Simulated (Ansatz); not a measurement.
Rows from a G0W0 calculation on VBiO4 (I4_1/a) (Ansatz 0.2.0; G0W0 on r2SCAN, plane waves, PAW; PAW set soft_1; 4×4×4 mesh, 345 empty bands, screening to 100 eV, PAW set soft_1 files), in eV. Spin-orbit coupling is left out.

| row | k | band | start | Σx | Σc at the solution | Vxc |
| --- | --- | --- | --- | --- | --- | --- |
| A | (0.000, 0.250, 0.250) | c1 | 11.077 | -15.724 | -5.859 | -22.767 |
| B | (0.250, -0.250, 0.250) | c1 | 10.973 | -15.619 | -5.942 | -22.736 |
| C | (0.000, 0.250, 0.250) | c2 | 11.618 | -16.205 | -6.055 | -23.511 |
| D | (0.250, -0.250, 0.250) | c2 | 11.406 | -15.898 | -5.886 | -22.989 |
| E | (0.000, 0.250, 0.250) | v1 | 8.511 | -24.607 | 3.233 | -21.544 |
| F | (0.250, -0.250, 0.250) | v1 | 8.500 | -24.533 | 3.140 | -21.572 |

Q: Work out each quasiparticle level and how far it moved.

The quasiparticle equation reads E = start + Σx + Σc(E) − Vxc.

| row | E (eV) | shift (eV) |
| --- | --- | --- |
| A | 12.262 | +1.185 |
| B | 12.148 | +1.175 |
| C | 12.869 | +1.251 |
| D | 12.612 | +1.205 |
| E | 8.681 | +0.170 |
| F | 8.679 | +0.179 |

The gap over the computed points goes from 2.46 eV to 3.47 eV.

Limits: not at the basis limit; no spin polarisation; d states lean on the start; no spin-orbit coupling.

[Runs of the session that timed out or met a known fault of the program may be left out.]

[Cells called generated may have been cut or substituted from an entry of the Crystallography Open Database or the Materials Project.]

[Hosts, paths, dates, database ids (printed as entryN), source tags and the programs' standing remarks are cut or masked in the printed files.]
